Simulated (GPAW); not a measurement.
## Screening of a field by VSi2As4 monolayer

Wanted: the out-of-plane polarisability of VSi2As4 monolayer.

Calculated with GPAW 26.7.0; GPAW, PAW setups; layer in a repeated cell with vacuum, relaxation of atoms and in-plane cell, in the first sound run; inputs show where later runs differ.

## Step 1: Set-up

The cell holds 7 atoms: 4 As, 2 Si and 1 V. Its edges and angles: a = 3.630 Å, b = 3.630 Å, c = 26.879 Å, α = 90.0°, β = 90.0°, γ = 120.0°. Vacuum lies along c.

Structure file:

```cif
data_structure
_symmetry_space_group_name_H-M 'P 1'
_symmetry_Int_Tables_number 1
_cell_length_a 3.6300
_cell_length_b 3.6300
_cell_length_c 26.8787
_cell_angle_alpha 90.000
_cell_angle_beta 90.000
_cell_angle_gamma 120.000
_cell_volume 306.73
loop_
_atom_site_label
_atom_site_type_symbol
_atom_site_fract_x
_atom_site_fract_y
_atom_site_fract_z
_atom_site_occupancy
As1 As 0.00000 0.00000 0.33484 1
Si2 Si 0.33333 0.66667 0.36319 1
As3 As 0.33333 0.66667 0.44615 1
V4 V 0.00000 0.00000 0.50000 1
As5 As 0.33333 0.66667 0.55385 1
Si6 Si 0.33333 0.66667 0.63681 1
As7 As 0.00000 0.00000 0.66516 1
```

## Step 2: Relaxation

The atoms are relaxed first, since the surface dipole, and with it the work function, follows the positions of the outer layers.

Contents of run.py:

```python
import json
import numpy as np
from ase import Atoms
from ase.filters import FrechetCellFilter
from ase.optimize import BFGS
from gpaw import GPAW, PW

slab = Atoms(
    ['As', 'Si', 'As', 'V', 'As', 'Si', 'As'],
    positions=[
        [0.00000, 0.00000, 9.00000],
        [-0.00000, 2.09578, 9.76197],
        [-0.00000, 2.09578, 11.99197],
        [0.00000, 0.00000, 13.43935],
        [-0.00000, 2.09578, 14.88673],
        [-0.00000, 2.09578, 17.11673],
        [0.00000, 0.00000, 17.87870]],
    cell=[[3.63, 0.0, 0.0], [-1.815, 3.14367, 0.0], [0.0, 0.0, 26.8787]],
    pbc=[True, True, True],
    magmoms=[0.0, 0.0, 0.0, 1.0, 0.0, 0.0, 0.0])

slab.calc = GPAW(mode=PW(600), xc='PBE', kpts={'size': (9, 9, 1), 'gamma': True},
                 occupations={'name': 'fermi-dirac', 'width': 0.05}, nbands='200%',
                 convergence={'density': 1e-05}, maxiter=200,
                 symmetry={'tolerance': 1e-3}, txt='slab.txt')
result = {}
# The in-plane cell is free; stress needs a cell that repeats along all three vectors
path = []
opt = BFGS(FrechetCellFilter(slab, mask=[1, 1, 0, 0, 0, 1]), maxstep=0.2)
opt.attach(lambda: path.append((slab.get_potential_energy(), slab.positions.tolist(), slab.get_forces().tolist())))
result['relaxed'] = bool(opt.run(fmax=0.02, steps=45))
result['path'] = path
result['cell'] = slab.cell.tolist()
print('in-plane lattice', slab.cell.cellpar().round(4)[[0, 1, 5]])
energy = slab.get_potential_energy()
fermi = slab.calc.get_fermi_level()
v = slab.calc.get_electrostatic_potential().mean((0, 1)) - fermi
n = slab.calc.get_pseudo_density().mean((0, 1))
L = slab.cell[2, 2]
z = np.arange(len(v)) * L / len(v)
low, high = slab.positions[:, 2].min(), slab.positions[:, 2].max()
below, above = np.interp([low - 6.8, high + 6.8], z, v)
slopes = [np.interp(x, z, np.gradient(v, z)) for x in (low - 6.8, high + 6.8)]
eps = np.array([[slab.calc.get_eigenvalues(k, s) for k in range(len(slab.calc.get_ibz_k_points()))]
                for s in range(slab.calc.get_number_of_spins())]) - fermi
top, bottom = eps[eps < 0].max(), eps[eps > 0].min()
dipole = slab.get_dipole_moment()[2]
print(f'energy {energy:.4f} eV, Fermi level {fermi:.4f} eV, dipole {dipole:.5f} e A')
print(f'potential 6.8 A off the faces, from the Fermi level: lower {below:.4f} eV, upper {above:.4f} eV')
print(f'slope of the potential there: lower {slopes[0]:.5f}, upper {slopes[1]:.5f} eV/A')
print(f'nearest levels on the mesh: {top:.4f} and {bottom:.4f} eV')
print('magnetic moment', round(slab.get_magnetic_moment(), 3))
result.update(energy=energy, fermi=fermi, dipole=dipole, below=below, above=above, slopes=slopes, edges=[top, bottom],
              z=z.tolist(), v=v.tolist(), n=n.tolist(), positions=slab.positions.tolist(),
              forces=slab.get_forces(apply_constraint=False).tolist(), moments=slab.get_magnetic_moments().tolist())
json.dump(result, open('result.json', 'w'))
```

Run with:

```sh
OMP_NUM_THREADS=1 OPENBLAS_NUM_THREADS=1 python run.py
```

The log of the run:

```text
Step          Energy          fmax
BFGS:    0      -37.201468        3.410698
BFGS:    1      -37.674251        2.880515
BFGS:    2      -38.451721        1.155315
BFGS:    3      -38.491720        0.802184
BFGS:    4      -38.578328        0.741086
BFGS:    5      -38.679017        0.746502
BFGS:    6      -38.744125        0.438282
BFGS:    7      -38.761299        0.242448
BFGS:    8      -38.765972        0.259198
BFGS:    9      -38.770999        0.250273
BFGS:   10      -38.776742        0.216939
BFGS:   11      -38.783372        0.240681
BFGS:   12      -38.788388        0.185434
BFGS:   13      -38.790476        0.102028
BFGS:   14      -38.791021        0.030620
BFGS:   15      -38.791109        0.008165
in-plane lattice [  3.6416   3.6416 120.    ]
energy -38.7887 eV, Fermi level 0.1363 eV, dipole -0.00015 e A
potential 6.8 A off the faces, from the Fermi level: lower 4.9644 eV, upper 4.9644 eV
slope of the potential there: lower -0.00002, upper 0.00002 eV/A
nearest levels on the mesh: -0.0812 and 0.0720 eV
magnetic moment 0.976
```

Wall time 38 min (1 thread of Intel Xeon 6975P-C (Granite Rapids), shared host); peak memory 1 GiB.

Numbers from this step:

```yaml
dipole_along_the_normal: -1.54e-4 e·Å
levels_nearest_the_fermi_level_on_the_mesh: -0.08125, 0.07198 eV from the Fermi level
site_moments: -7.93e-4, 0.008710, -0.05038, 0.9191, -0.05038, 0.008710, -7.93e-4 μB
sum_of_the_site_moments: 0.8342 μB
```

The electrostatic potential energy of an electron (without an applied field's), less the Fermi level, planar mean by z:

z (Å), electrostatic potential energy of an electron (without an applied field's), less the Fermi level, planar mean (eV) and a bar from the least value:
```
      0.0        5.0 ##############################
      0.5        5.0 ##############################
      1.0        5.0 ##############################
      1.5        5.0 ##############################
      2.0        5.0 ##############################
      2.5        5.0 ##############################
      3.0        5.0 ##############################
      3.5        5.0 ##############################
      4.0        5.0 ##############################
      4.5        5.0 ##############################
      5.0        5.0 ##############################
      5.5        5.0 ##############################
      6.0        4.9 ##############################
      6.5        4.8 ##############################
      7.0        4.3 #############################
      7.5        2.4 ##########################
      8.0       -4.4 ###############
      8.5      -14.2 
      9.0       -9.9 #######
      9.5      -11.2 #####
     10.0       -6.1 #############
     10.5        0.8 #######################
     11.0        1.7 #########################
     11.5       -4.2 ################
     12.0      -12.7 ##
     12.5       -6.3 ############
     13.0       -6.5 ############
     13.5      -10.7 ######
     14.0       -5.4 ##############
     14.5       -8.1 ##########
     15.0      -11.8 ####
     15.5       -2.0 ###################
     16.0        2.0 #########################
     16.5       -0.4 ######################
     17.0       -8.3 #########
     17.5      -10.5 ######
     18.0      -11.1 #####
     18.5      -13.0 ##
     19.0       -2.0 ###################
     19.5        3.1 ###########################
     20.0        4.5 #############################
     20.5        4.9 ##############################
     21.0        4.9 ##############################
     21.5        5.0 ##############################
     22.0        5.0 ##############################
     22.5        5.0 ##############################
     23.0        5.0 ##############################
     23.5        5.0 ##############################
     24.0        5.0 ##############################
     24.5        5.0 ##############################
     25.0        5.0 ##############################
     25.5        5.0 ##############################
     26.0        5.0 ##############################
     26.5        5.0 ##############################
```

The pseudo valence density, planar mean oscillates, so the rows of the table below give means over windows of 1 Å about each position, cut where the curve ends. Its maxima inside the range that stand out by 2 % of the span (Å: e/Å³): 8.1: 0.259, 9.1: 0.392, 11.6: 0.248, 13.4: 1.33, 15.3: 0.248, 17.8: 0.392, 18.8: 0.259. Its minima: 8.4: 0.185, 10.8: 0.127, 11.9: 0.167, 15.0: 0.167, 16.1: 0.127, 18.5: 0.185.

Pseudo valence density, planar mean against z; means over each step:

z (Å), pseudo valence density, planar mean (e/Å³) and a bar:
```
        4       0.00 
        5       0.00 
        6       0.00 
        7       0.04 ##
        8       0.20 ########
        9       0.32 #############
       10       0.18 ########
       11       0.16 #######
       12       0.24 ##########
       13       0.72 ##############################
       14       0.61 #########################
       15       0.23 #########
       16       0.15 ######
       17       0.20 ########
       18       0.31 #############
       19       0.19 ########
       20       0.03 #
       21       0.00 
       22       0.00
```

Site moment by atom:

```
atom  site moment (μB)
 As1            -0.001
 Si2             0.009
 As3            -0.050
  V4             0.919
 As5            -0.050
 Si6             0.009
 As7            -0.001
```

The relaxation lowered the energy of the cell by 1.59 eV (energies extrapolated to zero smearing; the optimiser's log prints free energies). The largest force left on a free atom is 0.0082 eV/Å.

## Step 3: The slab's potential

With the geometry fixed, the planar mean of the potential gives the vacuum level on each side.

This step: GPAW, PAW setups; slab in vacuum (GPAW 26.7.0).

The cell differs from the one that the last finished run ended in (c 26.879 → 27.870 Å).

run.py, as its differences from that of step 2:

```diff
@@ -3,4 +3,2 @@
 from ase import Atoms
-from ase.filters import FrechetCellFilter
-from ase.optimize import BFGS
 from gpaw import GPAW, PW
@@ -11,25 +9,18 @@
         [0.00000, 0.00000, 9.00000],
-        [-0.00000, 2.09578, 9.76197],
-        [-0.00000, 2.09578, 11.99197],
-        [0.00000, 0.00000, 13.43935],
-        [-0.00000, 2.09578, 14.88673],
-        [-0.00000, 2.09578, 17.11673],
-        [0.00000, 0.00000, 17.87870]],
-    cell=[[3.63, 0.0, 0.0], [-1.815, 3.14367, 0.0], [0.0, 0.0, 26.8787]],
-    pbc=[True, True, True],
+        [-0.00000, 2.10247, 10.11776],
+        [-0.00000, 2.10247, 12.49730],
+        [0.00000, -0.00000, 13.93486],
+        [-0.00000, 2.10247, 15.37243],
+        [-0.00000, 2.10247, 17.75196],
+        [0.00000, -0.00000, 18.86973]],
+    cell=[[3.64159, -0.0, 0.0], [-1.82079, 3.15371, 0.0], [0.0, 0.0, 27.8697]],
+    pbc=[True, True, False],
     magmoms=[0.0, 0.0, 0.0, 1.0, 0.0, 0.0, 0.0])
 
-slab.calc = GPAW(mode=PW(600), xc='PBE', kpts={'size': (9, 9, 1), 'gamma': True},
+slab.calc = GPAW(mode=PW(400), xc='PBE', kpts={'size': (9, 9, 1), 'gamma': True},
                  occupations={'name': 'fermi-dirac', 'width': 0.05}, nbands='200%',
                  convergence={'density': 1e-05}, maxiter=200,
+                 poissonsolver={'dipolelayer': 'xy'},
                  symmetry={'tolerance': 1e-3}, txt='slab.txt')
 result = {}
-# The in-plane cell is free; stress needs a cell that repeats along all three vectors
-path = []
-opt = BFGS(FrechetCellFilter(slab, mask=[1, 1, 0, 0, 0, 1]), maxstep=0.2)
-opt.attach(lambda: path.append((slab.get_potential_energy(), slab.positions.tolist(), slab.get_forces().tolist())))
-result['relaxed'] = bool(opt.run(fmax=0.02, steps=45))
-result['path'] = path
-result['cell'] = slab.cell.tolist()
-print('in-plane lattice', slab.cell.cellpar().round(4)[[0, 1, 5]])
 energy = slab.get_potential_energy()
```

The log of the run:

```text
energy -38.7671 eV, Fermi level -0.0446 eV, dipole 0.00038 e A
potential 6.8 A off the faces, from the Fermi level: lower 4.9682 eV, upper 4.9598 eV
slope of the potential there: lower -0.00003, upper 0.00004 eV/A
nearest levels on the mesh: -0.0808 and 0.0715 eV
magnetic moment 0.975
```

Run time: 89 s. Hardware: 1 thread; peak memory 0.37 GiB.

This step gave:

```
dipole along the normal                    : 3.80e-4 e·Å
levels nearest the Fermi level on the mesh : -0.08078, 0.07146 eV from the Fermi level
upper work function                        : 4.960 eV
lower work function                        : 4.968 eV
site moments                               : -7.81e-4, 0.008714, -0.05028, 0.9176, -0.05028, 0.008714, -7.81e-4 μB
sum of the site moments                    : 0.8329 μB
```

The electrostatic potential energy of an electron (without an applied field's), less the Fermi level, planar mean oscillates, so the rows of the table below give means over windows of 1.75 Å about each position, cut where the curve ends. Its maxima inside the range that stand out by 2 % of the span (Å: eV): 9.6: -9.39, 11.4: 2.05, 13.2: -4.71, 14.7: -4.71, 16.5: 2.05, 18.3: -9.40. Its minima: 9.1: -14.3, 10.0: -11.2, 12.5: -12.8, 13.9: -10.9, 15.4: -12.8, 17.9: -11.2, 18.8: -14.3.

Table of electrostatic potential energy of an electron (without an applied field's), less the Fermi level, planar mean by z; means over each step:

z (Å), electrostatic potential energy of an electron (without an applied field's), less the Fermi level, planar mean (eV) and a bar from the least value:
```
     0.88        5.0 ##############################
     2.62        5.0 ##############################
     4.38        5.0 ##############################
     6.12        4.9 ##############################
     7.88        1.1 #######################
     9.62      -11.0 
    11.38       -1.3 ##################
    13.12       -8.7 ####
    14.88       -8.5 #####
    16.62       -1.2 ##################
    18.38      -11.1 
    20.12        2.1 #########################
    21.88        4.9 ##############################
    23.62        5.0 ##############################
    25.38        5.0 ##############################
    27.12        5.0 ##############################
```

The pseudo valence density, planar mean by z:

```
z (Å)  pseudo valence density, planar mean (e/Å³)
    5                                      2.3e-5
    6                                      4.1e-4
    7                                     0.00691
    8                                       0.105
    9                                       0.201
   10                                       0.261
   11                                       0.135
   12                                       0.240
   13                                       0.351
   14                                        1.26
   15                                       0.317
   16                                       0.218
   17                                       0.145
   18                                       0.306
   19                                       0.191
   20                                      0.0757
   21                                     0.00490
   22                                      2.9e-4
   23                                      1.7e-5
```

The potential is flat to 3.6e-5 eV/Å where it is read, so the vacuum is wide enough.

## Step 4: Field on

A uniform field along the normal polarises the slab; the atoms stay fixed, so this is the electronic response alone.

run.py, as its differences from that of step 3:

```diff
@@ -4,2 +4,3 @@
 from gpaw import GPAW, PW
+from gpaw.external import ConstantElectricField
 
@@ -23,2 +24,3 @@
                  poissonsolver={'dipolelayer': 'xy'},
+                 external=ConstantElectricField(-0.2, [0, 0, 1]),
                  symmetry={'tolerance': 1e-3}, txt='slab.txt')
```

The log of the run:

```text
energy -38.7823 eV, Fermi level -0.0461 eV, dipole -0.15201 e A
potential 6.8 A off the faces, from the Fermi level: lower 3.7691 eV, upper 6.1650 eV
slope of the potential there: lower -0.00035, upper -0.00028 eV/A
nearest levels on the mesh: -0.0809 and 0.0708 eV
magnetic moment 0.975
```

It took 6.2 min on 1 thread; peak memory 0.67 GiB.

This step gave:

- dipole along the normal: -0.1520 e·Å
- levels nearest the Fermi level on the mesh: -0.08091, 0.07083 eV from the Fermi level
- site moments: -6.90e-4, 0.008961, -0.05027, 0.9174, -0.05025, 0.008445, -8.62e-4 μB
- sum of the site moments: 0.8328 μB
- potential below the slab, the applied field's own ramp left out: 3.769 eV from the Fermi level
- potential above the slab, the applied field's own ramp left out: 6.165 eV from the Fermi level

The electrostatic potential energy of an electron (without an applied field's), less the Fermi level, planar mean oscillates, so the rows of the table below give means over windows of 1.81 Å about each position, cut where the curve ends. Its maxima inside the range that stand out by 2 % of the span (Å: eV): 9.6: -10.2, 11.4: 1.55, 13.2: -4.85, 14.7: -4.57, 16.5: 2.55, 18.3: -8.57, 26.5: 6.17. Its minima: 9.1: -15.2, 10.0: -12.0, 12.5: -13.1, 13.9: -10.9, 15.4: -12.5, 17.9: -10.5, 18.8: -13.4.

Electrostatic potential energy of an electron (without an applied field's), less the Fermi level, planar mean against z; means over each step:

```
z (Å)  electrostatic potential energy of an electron (without an applied field's), less the Fermi level, planar mean (eV)
 0.91                                                                                                                3.89
 2.71                                                                                                                3.77
 4.52                                                                                                                3.77
 6.33                                                                                                                3.71
 8.14                                                                                                               -2.76
 9.95                                                                                                               -9.84
11.76                                                                                                               -3.82
13.57                                                                                                               -7.93
15.38                                                                                                               -6.39
17.20                                                                                                               -3.42
19.00                                                                                                               -6.78
20.81                                                                                                                5.68
22.62                                                                                                                6.16
24.43                                                                                                                6.16
26.24                                                                                                                6.16
```

The dipole is now -0.152 e Å, against 3.8e-4 in the run without a field.

(Part 1 of 2 ends here.)

[Logs are printed without paths, hosts, clocks, repeated set-up lines and the standing remarks that a program may print on its own settings, such as how far it seeks lower states.]

[Hosts, paths, dates, database ids (printed as entryN), source tags and the programs' standing remarks are cut or masked in the printed files.]
